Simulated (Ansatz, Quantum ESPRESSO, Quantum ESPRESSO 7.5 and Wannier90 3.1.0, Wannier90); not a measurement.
**Ballistic channels from Wannier functions: zigzag Re chain, bond 2.25 Å, width 1.6 Å**

Aim: a Wannier model and the conductance steps that follow from it, for this wire: zigzag Re chain, bond 2.25 Å, width 1.6 Å.

Method: plane-wave DFT, PBE, PseudoDojo norm-conserving pseudopotentials (cross-check by Ansatz 0.2.0 with PAW datasets), in Quantum ESPRESSO 7.5 and Wannier90 3.1.0.

Most raw output is cut from this account.

### Step 1. Set-up

The cell holds 2 atoms: 2 Re. Cell: a = 9.000 Å, b = 8.000 Å, c = 3.164 Å, α = 90.0°, β = 90.0°, γ = 90.0°. Vacuum lies along a and b. The structure's axis is c.

Coordinates:

```cif
data_structure
_symmetry_space_group_name_H-M 'P 1'
_symmetry_Int_Tables_number 1
_cell_length_a 9.0000
_cell_length_b 8.0000
_cell_length_c 3.1639
_cell_angle_alpha 90.000
_cell_angle_beta 90.000
_cell_angle_gamma 90.000
_cell_volume 227.80
loop_
_atom_site_label
_atom_site_type_symbol
_atom_site_fract_x
_atom_site_fract_y
_atom_site_fract_z
_atom_site_occupancy
Re1 Re 0.91111 0.00000 0.00000 1
Re2 Re 0.08889 0.00000 0.50000 1
```

### Step 2. Self-consistent run

scf.in reads:

```
&control
  prefix = 'scf'
  outdir = './out'
  pseudo_dir = './pseudo'
  calculation = 'scf'
  tprnfor = .true.
/
&system
  ibrav = 0
  nat = 2
  ntyp = 1
  ecutwfc = 60
  ecutrho = 240
  occupations = 'smearing'
  smearing = 'mv'
  degauss = 0.005
/
&electrons
  conv_thr = 1e-07
  mixing_beta = 0.4
  electron_maxstep = 120
  mixing_mode = 'local-TF'
/
ATOMIC_SPECIES
  Re  186.2070  Re.dojo-sr-pbe-0.4.1-standard.upf
CELL_PARAMETERS angstrom
  9.00000000000000 0.00000000000000 0.00000000000000
  0.00000000000000 8.00000000000000 0.00000000000000
  0.00000000000000 0.00000000000000 3.16385840391127
ATOMIC_POSITIONS crystal
  Re  -0.088888888900 0.000000000000 0.000000000000
  Re  0.088888888900 0.000000000000 0.500000000000
K_POINTS automatic
  1 1 24 0 0 0
```

On the command line:

```console
$ OMP_NUM_THREADS=1 mpirun -n 2 pw.x -nk 2 -in scf.in > scf.out
```

It took 28 s on 2 MPI ranks of Arm Neoverse V2, shared host; peak memory 0.3 GiB; 56 s of CPU time.

Read from the output:

| Item | Value |
| --- | --- |
| free energy | -4715.8775 eV |
| Fermi energy | -0.3278 eV |

The program's own clock; routines nest. Time by routine:

| routine | wall time (s) | calls |
| --- | --- | --- |
| PWSCF | 27.54 | 1 |
| electrons | 26.29 | 1 |
| c_bands | 19.18 | 12 |
| cegterg | 16.55 | 84 |
| h_psi | 14.45 | 321 |
| fftw | 13.17 | 9342 |
| vloc_psi | 12 | 321 |
| mix_rho | 3.31 | 12 |
| sum_band | 3 | 12 |
| ffts | 1.73 | 813 |
| calbec | 1.33 | 349 |
| add_vuspsi | 1.22 | 321 |
| h_psi:calbec | 1.17 | 321 |
| init_run | 0.88 | 1 |

The run needed 12 iterations to bring the estimated error under 1e-07 Ry; the largest force on any atom, held or free, is 1.05 eV/Å.

### Step 3. Full uniform mesh without symmetry

Wannier90 needs the states on a whole uniform mesh, listed point by point, without symmetry.

nscf.in reads:

```
&control
  prefix = 'nscf'
  outdir = './out'
  pseudo_dir = './pseudo'
  calculation = 'nscf'
/
&system
  ibrav = 0
  nat = 2
  ntyp = 1
  ecutwfc = 60
  ecutrho = 240
  occupations = 'smearing'
  smearing = 'mv'
  degauss = 0.005
  nosym = .true.
  noinv = .true.
  nbnd = 39
/
&electrons
  conv_thr = 1e-09
  mixing_beta = 0.4
  electron_maxstep = 120
  mixing_mode = 'local-TF'
  diago_full_acc = .true.
/
ATOMIC_SPECIES
  Re  186.2070  Re.dojo-sr-pbe-0.4.1-standard.upf
CELL_PARAMETERS angstrom
  9.00000000000000 0.00000000000000 0.00000000000000
  0.00000000000000 8.00000000000000 0.00000000000000
  0.00000000000000 0.00000000000000 3.16385840391127
ATOMIC_POSITIONS crystal
  Re  -0.088888888900 0.000000000000 0.000000000000
  Re  0.088888888900 0.000000000000 0.500000000000
K_POINTS crystal
12
  0.0000000000 0.0000000000 0.0000000000 0.0833333333
  0.0000000000 0.0000000000 0.0833333333 0.0833333333
  0.0000000000 0.0000000000 0.1666666667 0.0833333333
  0.0000000000 0.0000000000 0.2500000000 0.0833333333
  0.0000000000 0.0000000000 0.3333333333 0.0833333333
  0.0000000000 0.0000000000 0.4166666667 0.0833333333
  0.0000000000 0.0000000000 0.5000000000 0.0833333333
  0.0000000000 0.0000000000 0.5833333333 0.0833333333
  0.0000000000 0.0000000000 0.6666666667 0.0833333333
  0.0000000000 0.0000000000 0.7500000000 0.0833333333
  0.0000000000 0.0000000000 0.8333333333 0.0833333333
  0.0000000000 0.0000000000 0.9166666667 0.0833333333
```

On the command line:

```console
$ cp -r out/scf.save out/nscf.save
$ cp out/scf.xml out/nscf.xml
$ OMP_NUM_THREADS=1 mpirun -n 2 pw.x -nk 1 -in nscf.in > nscf.out
```

The job ended after 42 s (2 MPI ranks; peak memory 0.15 GiB; 83 s of CPU time).

Numbers from this step:

- Fermi energy: -0.2908 eV

The program's own clock; routines nest. Time by routine:

| routine | wall time (s) | calls |
| --- | --- | --- |
| PWSCF | 41.14 | 1 |
| electrons | 40.96 | 1 |
| c_bands | 40.96 | 1 |
| cegterg | 39.54 | 46 |
| h_psi | 28.71 | 839 |
| vloc_psi | 24.62 | 839 |
| fftw | 22.8 | 25018 |
| h_psi:calbec | 1.96 | 839 |
| add_vuspsi | 1.96 | 839 |
| calbec | 1.96 | 839 |
| cdiaghg | 1.11 | 793 |
| g_psi | 0.24 | 781 |
| init_run | 0.11 | 1 |
| hinit0 | 0.05 | 1 |

### Step 4. Neighbour list from wannier90 -pp

The .win file sets projections and windows: states in the frozen window are kept exactly, the outer window gives room to disentangle.

wan.win reads:

```
num_wann = 18
num_bands = 39
num_iter = 200
num_print_cycles = 20
conv_tol = 1e-8
conv_window = 5
guiding_centres = true
dis_num_iter = 1500
dis_conv_tol = 1e-8
dis_win_min = -11.3278
dis_win_max = 8.6722
dis_froz_max = 1.1722
search_shells = 120
fermi_energy = -0.3278

transport = true
transport_mode = bulk
one_dim_axis = z
dist_cutoff = 18.88
dist_cutoff_mode = one_dim
tran_win_min = -4.0
tran_win_max = 2.0
tran_energy_step = 0.02

bands_plot = true
bands_num_points = 96
begin kpoint_path
G 0.0 0.0 0.0 Z 0.0 0.0 0.5
end kpoint_path

begin projections
Re:s;p;d
end projections

begin unit_cell_cart
ang
  9.0000000000 0.0000000000 0.0000000000
  0.0000000000 8.0000000000 0.0000000000
  0.0000000000 0.0000000000 3.1638584039
end unit_cell_cart

begin atoms_frac
  Re -0.0888888889 0.0000000000 0.0000000000
  Re 0.0888888889 0.0000000000 0.5000000000
end atoms_frac

mp_grid = 1 1 12
begin kpoints
  0.0 0.0 0.0000000000
  0.0 0.0 0.0833333333
  0.0 0.0 0.1666666667
  0.0 0.0 0.2500000000
  0.0 0.0 0.3333333333
  0.0 0.0 0.4166666667
  0.0 0.0 0.5000000000
  0.0 0.0 0.5833333333
  0.0 0.0 0.6666666667
  0.0 0.0 0.7500000000
  0.0 0.0 0.8333333333
  0.0 0.0 0.9166666667
end kpoints
```

On the command line:

```console
$ OMP_NUM_THREADS=1 wannier90.x -pp wan > wan.pp.log
```

Elapsed: 0.47 s, on 1 MPI rank; peak memory 0.09 GiB.

### Step 5. Overlaps and projections

pw2wannier90.x computes the overlaps between neighbouring k-points and the projections.

wan.p2w.in reads:

```
&inputpp
  prefix = 'nscf'
  outdir = './out'
  seedname = 'wan'
  write_mmn = .true.
  write_amn = .true.
  write_unk = .false.
/
```

On the command line:

```console
$ OMP_NUM_THREADS=1 mpirun -n 2 pw2wannier90.x -in wan.p2w.in > wan.p2w.out
```

Wall time 16 s (2 MPI ranks); peak memory 0.13 GiB.

### Step 6. Wannier functions and transport

After disentangling and localising, transport_mode = bulk builds principal layers from hoppings within dist_cutoff and counts open channels.

wan.win is that of step 4.

On the command line:

```console
$ OMP_NUM_THREADS=1 wannier90.x wan > wan.run.log
```

It took 25 s on 1 MPI rank; peak memory 0.09 GiB.

Numbers from this step:

```
lead channels at the Fermi level, one spin                                        : 4.000
total spread                                                                      : 41.29 Å²
gauge-invariant spread                                                            : 32.76 Å²
largest misfit to plane-wave levels between mesh points, inside the frozen window : 0.003225 eV
```

Per spin. The quantum conductance of the perfect wire, open channels by energy, zero at the Fermi level:

| energy (eV) | quantum conductance of the perfect wire, open channels |
| --- | --- |
| -4.000 | 2 |
| -3.800 | 3 |
| -3.600 | 3.00 |
| -3.400 | 5 |
| -3.200 | 5 |
| -3.000 | 4.59 |
| -2.800 | 3 |
| -2.600 | 2 |
| -2.400 | 2.00 |
| -2.200 | 3 |
| -2.000 | 3 |
| -1.800 | 3 |
| -1.600 | 2.00 |
| -1.400 | 2 |
| -1.200 | 4.3e-5 |
| -1.020 | 1.4e-7 |
| -0.800 | 3.6e-8 |
| -0.600 | 1.2e-7 |
| -0.400 | 1.00 |
| -0.200 | 4.00 |
| 0.000 | 4 |
| 0.200 | 2 |
| 0.400 | 2 |
| 0.600 | 3.98 |
| 0.800 | 5.00 |
| 1.000 | 5 |
| 1.200 | 6.00 |
| 1.400 | 2.00 |
| 1.600 | 3 |
| 1.800 | 4 |
| 2.000 | 4 |

Wannier functions:

| no. | x (Å) | y (Å) | z (Å) | spread (Å²) |
| --- | --- | --- | --- | --- |
| 1 | -0.2645 | -0.05869 | -1.568 | 2.738 |
| 2 | 3.945 | -1.562 | -3.164 | 4.677 |
| 3 | -1.841 | -0.7439 | -0.01534 | 2.416 |
| 4 | -1.343 | 1.155 | -0.005138 | 2.818 |
| 5 | -0.6808 | -0.01113 | -0.04865 | 1.525 |
| 6 | -0.8783 | -0.002871 | 0.07325 | 1.482 |
| 7 | -0.8199 | -2.37e-4 | 0.00213 | 1.181 |
| 8 | -0.8267 | -0.32 | -0.001717 | 1.532 |
| 9 | -0.7469 | 0.1051 | -0.002631 | 1.26 |
| 10 | 1.131 | 0.0263 | -0.003118 | 4.07 |
| 11 | -4.024 | 1.459 | -1.582 | 4.686 |
| 12 | 1.445 | 1.557 | 1.582 | 2.929 |
| 13 | 1.314 | -1.418 | 1.582 | 3.011 |
| 14 | 0.819 | 0.01056 | 1.582 | 1.6 |
| 15 | 0.7548 | -0.002198 | 1.558 | 1.388 |
| 16 | 0.8209 | 0.005322 | 1.582 | 1.189 |
| 17 | 1.257 | 0.01163 | 1.593 | 1.602 |
| 18 | 0.739 | 0.00556 | 1.582 | 1.19 |

Electronic bands along the path, in eV, zero at the Fermi level; # counts the bands kept:

| point | #4 | #5 | #6 | #7 | #8 | #9 | #10 | #11 |
| --- | --- | --- | --- | --- | --- | --- | --- | --- |
| Γ | -2.68 | -2.40 | -1.62 | -0.49 | -0.21 | 0.66 | 1.01 | 1.42 |
| halfway | -3.07 | -2.93 | -1.94 | 0.15 | 0.60 | 0.92 | 1.08 | 1.44 |
| Z | -3.23 | -1.35 | -1.35 | -0.38 | -0.38 | 1.18 | 1.18 | 2.64 |

Bands and channels are those of the Wannier model: bands that were not projected, and all outside the frozen window, are missing or only approximate.

Disentanglement stopped at its cap on iterations, so these spreads are not final.

At least 2 of the functions sit far from every atom, off the bonds: the outer window has let in states of the vacuum, so the basis is not the atomic one that was projected.

### Step 7. Neighbour list from wannier90 -pp, with dis_win_max − E_F = 4.0

How much does a setting matter? One run is repeated with a change.

wan_w.win, as its differences from the input of step 6:

```diff
@@ -10,3 +10,3 @@
 dis_win_min = -11.3278
-dis_win_max = 8.6722
+dis_win_max = 3.6722
 dis_froz_max = 1.1722
```

On the command line:

```console
$ OMP_NUM_THREADS=1 wannier90.x -pp wan_w > wan_w.pp.log
```

Wall time 0.47 s (1 MPI rank); peak memory 0.09 GiB.

### Step 8. Overlaps and projections

The follow-up step for that run.

wan_w.p2w.in reads:

```
&inputpp
  prefix = 'nscf'
  outdir = './out'
  seedname = 'wan_w'
  write_mmn = .true.
  write_amn = .true.
  write_unk = .false.
/
```

On the command line:

```console
$ OMP_NUM_THREADS=1 mpirun -n 2 pw2wannier90.x -in wan_w.p2w.in > wan_w.p2w.out
```

The job ended after 16 s (2 MPI ranks; peak memory 0.13 GiB; 33 s of CPU time).

### Step 9. Localisation, bands and conductance, with dis_win_max − E_F = 4.0

wan_w.win, as its differences from the input of step 6:

```diff
@@ -10,3 +10,3 @@
 dis_win_min = -11.3278
-dis_win_max = 8.6722
+dis_win_max = 3.6722
 dis_froz_max = 1.1722
```

On the command line:

```console
$ OMP_NUM_THREADS=1 wannier90.x wan_w > wan_w.run.log
```

The job ended after 0.54 s (1 MPI rank; peak memory 0.09 GiB).

The program refused the input before any cycle.

The outer window must hold at least num_wann states at every k: widen it, with enough bands computed to fill it.

### Step 10. Neighbour list from wannier90 -pp, with dis_win_max − E_F = -1.0

Another try, with an input changed as a hurried user might.

wan_bad.win, as its differences from the input of step 6:

```diff
@@ -10,3 +10,3 @@
 dis_win_min = -11.3278
-dis_win_max = 8.6722
+dis_win_max = -1.3278
 dis_froz_max = 1.1722
```

On the command line:

```console
$ OMP_NUM_THREADS=1 wannier90.x -pp wan_bad > wan_bad.pp.log
```

It took 0.47 s on 1 MPI rank; peak memory 0.09 GiB.

### Step 11. Overlaps and projections

The same post-processing, on the changed run.

wan_bad.p2w.in reads:

```
&inputpp
  prefix = 'nscf'
  outdir = './out'
  seedname = 'wan_bad'
  write_mmn = .true.
  write_amn = .true.
  write_unk = .false.
/
```

On the command line:

```console
$ OMP_NUM_THREADS=1 mpirun -n 2 pw2wannier90.x -in wan_bad.p2w.in > wan_bad.p2w.out
```

It took 16 s on 2 MPI ranks; peak memory 0.13 GiB.

### Step 12. Wannier functions and transport, with dis_win_max − E_F = -1.0

One more run, with a changed input.

wan_bad.win, as its differences from the input of step 6:

```diff
@@ -10,3 +10,3 @@
 dis_win_min = -11.3278
-dis_win_max = 8.6722
+dis_win_max = -1.3278
 dis_froz_max = 1.1722
```

On the command line:

```console
$ OMP_NUM_THREADS=1 wannier90.x wan_bad > wan_bad.run.log
```

Elapsed: 0.53 s, on 1 MPI rank; peak memory 0.09 GiB.

The input was rejected at the start.

The fault put into the input: an outer window with too few states (dis_win_max − E_F = -1.0).

The outer window must hold at least num_wann states at every k: widen it, with enough bands computed to fill it.

### Step 13. The same in Ansatz

As a check, the same structure is run in Ansatz.

Level of this step: plane-wave DFT, PBE, Ansatz PAW (Ansatz 0.2.0).

System of this step: zigzag Re chain, bond 2.25 Å, width 1.6 Å, 2 periods. The cell holds 4 atoms: 4 Re. Cell: a = 9.000 Å, b = 8.000 Å, c = 6.328 Å, α = 90.0°, β = 90.0°, γ = 90.0°. Vacuum lies along a and b. The structure's axis is c.

input.yaml reads:

```yaml
crystal:
  lattice:
    - [9.0, 0.0, 0.0]
    - [0.0, 8.0, 0.0]
    - [0.0, 0.0, 6.3277168078]
  atoms:
    - { symbol: Re, position: [-0.0888888889, 0.0, 0.0] }
    - { symbol: Re, position: [0.0888888889, 0.0, 0.25] }
    - { symbol: Re, position: [-0.0888888889, 0.0, 0.5] }
    - { symbol: Re, position: [0.0888888889, 0.0, 0.75] }
kpoints:
  mp_grid: { grid: [1, 1, 12] }
hamiltonian:
  xc: pbe
scf:
  occupations: { method: fermi_dirac, width: 0.05 }
  convergence: { dr2_threshold: 1.0e-08 }
output:
  transmission:
    leads: [[0, 0]]
    e_range: [-4.0, 2.0]
    de: 0.05
    kmesh: [1, 1]
    reduced_basis: true
```

On the command line:

```console
$ ansatz run input.yaml --threads 2 --pin off --max-ram 4096MiB --backend cpu --events-out ev --progress --plain --runs-dir out
```

Wall time 2 min (2 threads); peak memory 0.8 GiB; 4 min of CPU time.

Read from the output:

| Item | Value |
| --- | --- |
| free energy | -43457.0238 eV |
| energy at zero smearing | -43456.9870 eV |
| smearing term TS | 0.07363 eV |
| Fermi energy | -0.3570 eV |
| symmetry operations | 16 |
| lead channels at the Fermi level, one spin | 4 |

Per spin. Table of open channels by energy, zero at the Fermi level:

| energy (eV) | open channels |
| --- | --- |
| -4.0000 | 2 |
| -3.7500 | 3 |
| -3.5000 | 5 |
| -3.2500 | 5 |
| -3.0000 | 3 |
| -2.7500 | 3 |
| -2.5000 | 2 |
| -2.2500 | 3 |
| -2.0000 | 3 |
| -1.7500 | 3 |
| -1.5000 | 2 |
| -1.2500 | 2 |
| -1.0000 | 0 |
| -0.7500 | 0 |
| -0.5000 | 0 |
| -0.2500 | 3 |
| 0.0000 | 4 |
| 0.2500 | 2 |
| 0.5000 | 2 |
| 0.7500 | 5 |
| 1.0000 | 5 |
| 1.2500 | 4 |
| 1.5000 | 3 |
| 1.7500 | 4 |
| 2.0000 | 4 |

### Step 14. Worked from the printed numbers

4 channels × 77.48 µS = 310 µS, a two-terminal resistance of 12.906/4 = 3.23 kΩ whatever the wire's length, as long as nothing scatters.

### Step 15. Summary of results

| Quantity | Value |
| --- | --- |
| open channels at the Fermi level, per spin | 4 |
| total spread | 41.3 Å² |
| gauge-invariant spread | 32.8 Å² |
| largest band misfit in the frozen window | 0.00322 eV |
| channels at the Fermi level by Ansatz | 4 |

**Reading.** The wire offers 4 channels per spin at the Fermi level. Between -4 and 1.5 eV the channel count from Wannier functions equals that from Ansatz's layer matching at 95 % of the energies; outside the frozen window the Wannier bands are not held to the plane-wave ones. Each plane-wave level in the frozen window has a Wannier level within 0.01 eV; this test doesn't see extra bands that a model may add. Disentanglement stopped at its cap on iterations, so the spreads are not final; the frozen states are kept all the same. At least one function lies in the vacuum, so the spreads don't describe atomic orbitals, though the frozen bands are still reproduced. The wire is perfect, so the conductance only counts bands: each channel, with its partner of the other spin, carries G₀ = 2e²/h. It was run without spin polarisation, which was not tested. It is as built, with forces up to 1.1 eV/Å; relaxing the bonds would move the band edges. Spin-orbit coupling is left out; depending on the atoms that carry the levels of interest, it can split and shift them by tenths of an eV to an eV or more.

[Logs are printed without paths, hosts, clocks, repeated set-up lines and the standing remarks that a program may print on its own settings, such as how far it seeks lower states.]

[Hosts, paths, dates, database ids (printed as entryN), source tags and the programs' standing remarks are cut or masked in the printed files.]

[Maps of the electrostatic potential energy from Ansatz leave out the sawtooth potential of an applied field or a dipole correction, so their vacuum need not be flat; planar profiles and work functions include it.]
